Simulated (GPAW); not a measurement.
# Work function of Na/Pt(110) at several levels, part 2 of 2

Aim: the work function of both faces of Na/Pt(110), and its spread over functionals and bases.

GPAW 26.7.0; GPAW, PAW setups; slab in vacuum, relaxation (the session's first sound run).

So far, upper work function (eV): step 2 (relaxation, PBE, GPAW) 2.44; step 3 (plane waves, PBE) 2.44; step 4 (OptPBE vdW: xc = "optPBE-vdW", GPAW, PAW setups, GPAW) 2.62; step 5 (self-consistent run: xc = "revPBE") 2.37.

**6. Self-consistent run: xc = "LDA"**

The same geometry under LDA, to see how far the functional moves the levels against the vacuum.

The input, run.py:

```python
import json
import numpy as np
from ase import Atoms
from gpaw import GPAW, PW

slab = Atoms(
    ['Pt', 'Pt', 'Pt', 'Pt', 'Pt', 'Na'],
    positions=[
        [0.00000, 0.00000, 8.00000],
        [1.96000, 1.38593, 9.38593],
        [0.00000, 0.00000, 10.77186],
        [1.96000, 1.38593, 12.31107],
        [-0.00000, -0.00000, 13.56647],
        [1.96000, -0.00000, 15.53128]],
    cell=[[3.92, 0.0, 0.0], [0.0, 2.77186, 0.0], [0.0, 0.0, 24.03643]],
    pbc=[True, True, False])

slab.calc = GPAW(mode=PW(400), xc='LDA', kpts={'size': (8, 11, 1), 'gamma': True},
                 occupations={'name': 'fermi-dirac', 'width': 0.1}, nbands='160%',
                 convergence={'density': 1e-05}, maxiter=200,
                 poissonsolver={'dipolelayer': 'xy'},
                 symmetry={'tolerance': 1e-3}, txt='slab.txt')
result = {}
energy = slab.get_potential_energy()
fermi = slab.calc.get_fermi_level()
v = slab.calc.get_electrostatic_potential().mean((0, 1)) - fermi
n = slab.calc.get_pseudo_density().mean((0, 1))
L = slab.cell[2, 2]
z = np.arange(len(v)) * L / len(v)
low, high = slab.positions[:, 2].min(), slab.positions[:, 2].max()
below, above = np.interp([low - 5.8, high + 5.8], z, v)
slopes = [np.interp(x, z, np.gradient(v, z)) for x in (low - 5.8, high + 5.8)]
eps = np.array([[slab.calc.get_eigenvalues(k, s) for k in range(len(slab.calc.get_ibz_k_points()))]
                for s in range(slab.calc.get_number_of_spins())]) - fermi
top, bottom = eps[eps < 0].max(), eps[eps > 0].min()
dipole = slab.get_dipole_moment()[2]
print(f'energy {energy:.4f} eV, Fermi level {fermi:.4f} eV, dipole {dipole:.5f} e A')
print(f'potential 5.8 A off the faces, from the Fermi level: lower {below:.4f} eV, upper {above:.4f} eV')
print(f'slope of the potential there: lower {slopes[0]:.5f}, upper {slopes[1]:.5f} eV/A')
print(f'nearest levels on the mesh: {top:.4f} and {bottom:.4f} eV')
print('magnetic moment', round(slab.get_magnetic_moment(), 3))
result.update(energy=energy, fermi=fermi, dipole=dipole, below=below, above=above, slopes=slopes, edges=[top, bottom],
              z=z.tolist(), v=v.tolist(), n=n.tolist(), positions=slab.positions.tolist(),
              forces=slab.get_forces(apply_constraint=False).tolist(), moments=slab.get_magnetic_moments().tolist())
json.dump(result, open('result.json', 'w'))
```

On the command line:

```
> OMP_NUM_THREADS=1 OPENBLAS_NUM_THREADS=1 python run.py
```

The log of the run:

```text
energy -38.3532 eV, Fermi level 0.9050 eV, dipole 0.18574 e A
potential 5.8 A off the faces, from the Fermi level: lower 5.6389 eV, upper 2.5452 eV
slope of the potential there: lower -0.00004, upper 0.00105 eV/A
nearest levels on the mesh: -0.0150 and 0.0130 eV
magnetic moment 0.0
```

Wall time 6.5 min (1 thread of Arm Neoverse V1, shared host); peak memory 0.38 GiB.

Numbers from this step:

| Property | Result |
| --- | --- |
| dipole along the normal | 0.1857 e·Å |
| levels nearest the Fermi level on the mesh | -0.01505, 0.01296 eV from the Fermi level |
| upper work function | 2.545 eV |
| lower work function | 5.639 eV |

The electrostatic potential energy of an electron (without an applied field's), less the Fermi level, planar mean oscillates, so the rows of the table below give means over windows of 1 Å about each position, cut where the curve ends. Its maxima inside the range that stand out by 2 % of the span (Å: eV): 2.0: 5.64, 8.7: -7.35, 10.1: -7.87, 11.6: -5.41, 13.0: -10.1, 14.7: 0.966. Its minima: 8.0: -14.5, 9.4: -15.4, 10.7: -15.3, 12.3: -15.7, 13.5: -15.3, 15.6: -3.48.

Table of electrostatic potential energy of an electron (without an applied field's), less the Fermi level, planar mean by z; means over each step:

z (Å), electrostatic potential energy of an electron (without an applied field's), less the Fermi level, planar mean (eV) and a bar from the least value:
```
        0        5.1 #############################
        1        5.6 ##############################
        2        5.6 ##############################
        3        5.6 ##############################
        4        5.6 ##############################
        5        5.6 ##############################
        6        5.4 ##############################
        7        1.8 ########################
        8      -11.5 #
        9      -11.2 ##
       10      -10.5 ###
       11      -11.5 #
       12      -11.0 ##
       13      -12.3 
       14       -7.6 ########
       15       -0.7 ###################
       16       -1.6 ##################
       17        1.5 #######################
       18        2.3 ########################
       19        2.5 #########################
       20        2.5 #########################
       21        2.5 #########################
       22        2.5 #########################
       23        2.5 #########################
```

The upper face's work function is 2.545 eV, against 2.443 eV in the first plane-wave PBE run at this geometry.

**7. Self-consistent run: xc = "RPBE"**

The same geometry under RPBE, to see how far the functional moves the levels against the vacuum.

run.py, as its differences from that of step 6:

```diff
@@ -17,3 +17,3 @@
 
-slab.calc = GPAW(mode=PW(400), xc='LDA', kpts={'size': (8, 11, 1), 'gamma': True},
+slab.calc = GPAW(mode=PW(400), xc='RPBE', kpts={'size': (8, 11, 1), 'gamma': True},
                  occupations={'name': 'fermi-dirac', 'width': 0.1}, nbands='160%',
```

The log of the run:

```text
energy -28.4598 eV, Fermi level 1.2905 eV, dipole 0.16309 e A
potential 5.8 A off the faces, from the Fermi level: lower 5.0989 eV, upper 2.3820 eV
slope of the potential there: lower -0.00006, upper 0.00156 eV/A
nearest levels on the mesh: -0.0088 and 0.0166 eV
magnetic moment 0.0
```

Wall time 6.8 min (1 thread); peak memory 0.38 GiB.

Numbers from this step:

```
dipole along the normal                    : 0.1631 e·Å
levels nearest the Fermi level on the mesh : -0.008805, 0.01665 eV from the Fermi level
upper work function                        : 2.382 eV
lower work function                        : 5.099 eV
```

The electrostatic potential energy of an electron (without an applied field's), less the Fermi level, planar mean oscillates, so the rows of the table below give means over windows of 0.5 Å about each position, cut where the curve ends. Its maxima inside the range that stand out by 2 % of the span (Å: eV): 2.04: 5.10, 8.69: -7.80, 10.09: -8.33, 11.59: -5.88, 12.98: -10.5, 14.70: 0.449. Its minima: 8.05: -14.9, 9.44: -15.8, 10.73: -15.7, 12.34: -16.1, 13.52: -15.7, 15.56: -3.92.

The electrostatic potential energy of an electron (without an applied field's), less the Fermi level, planar mean by z; means over each step:

| z (Å) | electrostatic potential energy of an electron (without an applied field's), less the Fermi level, planar mean (eV) |
| --- | --- |
| 0.0 | 4.24 |
| 0.5 | 5.02 |
| 1.0 | 5.10 |
| 1.5 | 5.10 |
| 2.0 | 5.10 |
| 2.5 | 5.10 |
| 3.0 | 5.10 |
| 3.5 | 5.10 |
| 4.0 | 5.10 |
| 4.5 | 5.10 |
| 5.0 | 5.09 |
| 5.5 | 5.05 |
| 6.0 | 4.91 |
| 6.5 | 4.35 |
| 7.0 | 2.00 |
| 7.5 | -5.84 |
| 8.0 | -13.9 |
| 8.5 | -9.58 |
| 9.0 | -11.3 |
| 9.5 | -14.7 |
| 10.0 | -9.37 |
| 10.5 | -13.0 |
| 11.0 | -13.0 |
| 11.5 | -6.71 |
| 12.0 | -11.8 |
| 12.5 | -14.6 |
| 13.0 | -11.4 |
| 13.5 | -14.7 |
| 14.0 | -8.05 |
| 14.5 | -0.503 |
| 15.0 | -0.810 |
| 15.5 | -3.51 |
| 16.0 | -2.07 |
| 16.5 | 0.156 |
| 17.0 | 1.30 |
| 17.5 | 1.87 |
| 18.0 | 2.15 |
| 18.5 | 2.28 |
| 19.0 | 2.34 |
| 19.5 | 2.36 |
| 20.0 | 2.37 |
| 20.5 | 2.38 |
| 21.0 | 2.38 |
| 21.5 | 2.38 |
| 22.0 | 2.38 |
| 22.5 | 2.38 |
| 23.0 | 2.38 |
| 23.5 | 2.43 |

The upper face's work function is 2.382 eV, against 2.443 eV in the first plane-wave PBE run at this geometry.

**8. Self-consistent run: xc = "vdW-DF2"**

The same geometry under vdW-DF2, to see how far the functional moves the levels against the vacuum (the van der Waals functionals take revPBE setups).

run.py, as its differences from that of step 7:

```diff
@@ -17,3 +17,3 @@
 
-slab.calc = GPAW(mode=PW(400), xc='RPBE', kpts={'size': (8, 11, 1), 'gamma': True},
+slab.calc = GPAW(mode=PW(400), xc='vdW-DF2', kpts={'size': (8, 11, 1), 'gamma': True},
                  occupations={'name': 'fermi-dirac', 'width': 0.1}, nbands='160%',
```

The log of the run:

```text
energy -838.7946 eV, Fermi level 1.0753 eV, dipole 0.17250 e A
potential 5.8 A off the faces, from the Fermi level: lower 5.6162 eV, upper 2.7425 eV
slope of the potential there: lower -0.00009, upper 0.00213 eV/A
nearest levels on the mesh: -0.0095 and 0.0140 eV
magnetic moment 0.0
```

Wall time 6.7 min (1 thread); peak memory 0.54 GiB.

Numbers from this step:

```
dipole along the normal                    : 0.1725 e·Å
levels nearest the Fermi level on the mesh : -0.009485, 0.01402 eV from the Fermi level
upper work function                        : 2.742 eV
lower work function                        : 5.616 eV
```

The upper face's work function is 2.742 eV, against 2.443 eV in the first plane-wave PBE run at this geometry.

**9. Real-space grid: mode = "fd"**

A real-space grid is a second complete basis, so it checks the plane-wave result.

run.py, as its differences from that of step 8:

```diff
@@ -3,3 +3,3 @@
 from ase import Atoms
-from gpaw import GPAW, PW
+from gpaw import GPAW
 
@@ -17,3 +17,3 @@
 
-slab.calc = GPAW(mode=PW(400), xc='vdW-DF2', kpts={'size': (8, 11, 1), 'gamma': True},
+slab.calc = GPAW(mode='fd', h=0.18, xc='PBE', kpts={'size': (8, 11, 1), 'gamma': True},
                  occupations={'name': 'fermi-dirac', 'width': 0.1}, nbands='160%',
```

The log of the run:

```text
energy -31.8954 eV, Fermi level -3.8506 eV, dipole 0.16907 e A
potential 5.8 A off the faces, from the Fermi level: lower 5.2584 eV, upper 2.4423 eV
slope of the potential there: lower -0.00002, upper 0.00113 eV/A
nearest levels on the mesh: -0.0086 and 0.0169 eV
magnetic moment 0.0
```

Wall time 35 min (1 thread); peak memory 2 GiB.

Numbers from this step:

```yaml
dipole_along_the_normal: 0.1691 e·Å
levels_nearest_the_fermi_level_on_the_mesh: -0.008639, 0.01694 eV from the Fermi level
upper_work_function: 2.442 eV
lower_work_function: 5.258 eV
```

The upper face's work function is 2.442 eV, against 2.443 eV in the first plane-wave PBE run at this geometry.

**10. Atomic orbitals: mode = "lcao"**

Atom-centred orbitals end a few angstrom from the surface, which tests how much the density's tail matters.

run.py, as its differences from that of step 9:

```diff
@@ -17,4 +17,4 @@
 
-slab.calc = GPAW(mode='fd', h=0.18, xc='PBE', kpts={'size': (8, 11, 1), 'gamma': True},
-                 occupations={'name': 'fermi-dirac', 'width': 0.1}, nbands='160%',
+slab.calc = GPAW(mode='lcao', basis='dzp', h=0.18, xc='PBE', kpts={'size': (8, 11, 1), 'gamma': True},
+                 occupations={'name': 'fermi-dirac', 'width': 0.1}, nbands='120%',
                  convergence={'density': 1e-05}, maxiter=200,
```

The log of the run:

```text
energy -29.0413 eV, Fermi level -3.8902 eV, dipole 0.17128 e A
potential 5.8 A off the faces, from the Fermi level: lower 5.3164 eV, upper 2.4638 eV
slope of the potential there: lower -0.00001, upper 0.00049 eV/A
nearest levels on the mesh: -0.0106 and 0.0161 eV
magnetic moment 0.0
```

Run time: 60 min. Hardware: 1 thread; peak memory 0.55 GiB.

Numbers from this step:

| Item | Value |
| --- | --- |
| dipole along the normal | 0.1713 e·Å |
| levels nearest the Fermi level on the mesh | -0.01058, 0.01609 eV from the Fermi level |
| upper work function | 2.464 eV |
| lower work function | 5.316 eV |

The electrostatic potential energy of an electron (without an applied field's), less the Fermi level, planar mean oscillates, so the rows of the table below give means over windows of 1 Å about each position, cut where the curve ends. Its maxima inside the range that stand out by 2 % of the span (Å: eV): 2.4: 5.32, 8.6: -7.86, 10.1: -8.35, 11.6: -5.74, 12.9: -10.5, 14.7: 0.608. Its minima: 8.0: -14.9, 9.4: -16.0, 10.7: -15.7, 12.3: -16.1, 13.6: -15.6, 15.6: -3.80.

Table of electrostatic potential energy of an electron (without an applied field's), less the Fermi level, planar mean by z; means over each step:

| z (Å) | electrostatic potential energy of an electron (without an applied field's), less the Fermi level, planar mean (eV) |
| --- | --- |
| 0 | 5.19 |
| 1 | 5.32 |
| 2 | 5.32 |
| 3 | 5.32 |
| 4 | 5.32 |
| 5 | 5.30 |
| 6 | 5.09 |
| 7 | 1.49 |
| 8 | -11.8 |
| 9 | -11.6 |
| 10 | -10.9 |
| 11 | -11.9 |
| 12 | -11.5 |
| 13 | -12.7 |
| 14 | -7.99 |
| 15 | -0.995 |
| 16 | -1.93 |
| 17 | 1.33 |
| 18 | 2.23 |
| 19 | 2.42 |
| 20 | 2.46 |
| 21 | 2.46 |
| 22 | 2.46 |
| 23 | 2.46 |

The upper face's work function is 2.464 eV, against 2.443 eV in the first plane-wave PBE run at this geometry.

**11. All levels side by side**

Times are for 1 thread of Arm Neoverse V1, shared host. The runs compared:

| no. | run | upper work function (eV) | lower work function (eV) | time | memory (GiB) |
| --- | --- | --- | --- | --- | --- |
| 1 | pw | 2.443 | 5.259 | 7 min | 0.38 |
| 2 | optPBE vdW | 2.617 | 5.449 | 6.7 min | 0.54 |
| 3 | revPBE | 2.374 | 5.116 | 6.4 min | 0.38 |
| 4 | LDA | 2.545 | 5.639 | 6.5 min | 0.38 |
| 5 | RPBE | 2.382 | 5.099 | 6.8 min | 0.38 |
| 6 | vdW DF2 | 2.742 | 5.616 | 6.7 min | 0.54 |
| 7 | fd | 2.442 | 5.258 | 35 min | 2.0 |
| 8 | lcao | 2.464 | 5.316 | 60 min | 0.55 |

**12. Side by side**

Results and costs are gathered.

This step: comparison of work functions, dipole and cost (GPAW 26.7.0).

Ladder, by row:

| step | code | work function, upper (eV) | work function, lower (eV) | dipole (e Å) | wall time (s) | peak memory (GiB) | threads |
| --- | --- | --- | --- | --- | --- | --- | --- |
| pw | GPAW | 2.443 | 5.259 | 0.169 | 422.7 | 0.38 | 1 |
| optPBE-vdW | GPAW | 2.617 | 5.449 | 0.17 | 404.7 | 0.54 | 1 |
| revPBE | GPAW | 2.374 | 5.116 | 0.1646 | 386.8 | 0.38 | 1 |
| LDA | GPAW | 2.545 | 5.639 | 0.1857 | 392.6 | 0.38 | 1 |
| RPBE | GPAW | 2.382 | 5.099 | 0.1631 | 406.3 | 0.38 | 1 |
| vdW-DF2 | GPAW | 2.742 | 5.616 | 0.1725 | 402.8 | 0.54 | 1 |
| fd | GPAW | 2.442 | 5.258 | 0.1691 | 2128 | 1.99 | 1 |
| lcao | GPAW | 2.464 | 5.316 | 0.1713 | 3618 | 0.55 | 1 |

**13. A changed run**

One more run, with changed settings.

This step: GPAW, PAW setups; slab in vacuum (GPAW 26.7.0).

run.py, as its differences from that of step 10:

```diff
@@ -3,3 +3,3 @@
 from ase import Atoms
-from gpaw import GPAW
+from gpaw import GPAW, PW
 
@@ -17,5 +17,5 @@
 
-slab.calc = GPAW(mode='lcao', basis='dzp', h=0.18, xc='PBE', kpts={'size': (8, 11, 1), 'gamma': True},
-                 occupations={'name': 'fermi-dirac', 'width': 0.1}, nbands='120%',
-                 convergence={'density': 1e-05}, maxiter=200,
+slab.calc = GPAW(mode=PW(400), xc='pbe96', kpts={'size': (8, 11, 1), 'gamma': True},
+                 occupations={'name': 'fermi-dirac', 'width': 0.1}, nbands='160%',
+                 convergence={'density': 1e-05}, maxiter=50,
                  poissonsolver={'dipolelayer': 'xy'},
```

The log of the run:

```text
NameError: Unknown functional: pbe96.
```

The job ended after 0.79 s (1 thread; peak memory 0.1 GiB).

The program refused the input before any cycle.

The program's message: “NameError: Unknown functional: pbe96.”

The change that led to it: xc = "pbe96".

**14. Outcome**

| Item | Value |
| --- | --- |
| work function, upper and lower face | 2.443 and 5.259 eV |
| dipole along the normal | 0.169 e Å |

What this shows: With plane waves and PBE the work function is 2.44 eV on the upper face and 5.26 eV on the lower. The two faces differ by 2.8 eV, the step that the slab's dipole makes (e p/(ε0 A) gives 2.8 eV), so the dipole layer is needed. Over the sound runs of the table the upper face's work function spans 2.374 (revPBE) to 2.742 eV (vdW-DF2). The cell of 10.9 Å² holds one Na, started on one chosen site; other sites and coverages weren't tried. The in-plane lattice was kept as typed, which isn't the functional's own and leaves some strain; spin-orbit coupling and temperature are left out.

[Logs are printed without paths, hosts, clocks, repeated set-up lines and the standing remarks that a program may print on its own settings, such as how far it seeks lower states.]

[Hosts, paths, dates, database ids (printed as entryN), source tags and the programs' standing remarks are cut or masked in the printed files.]
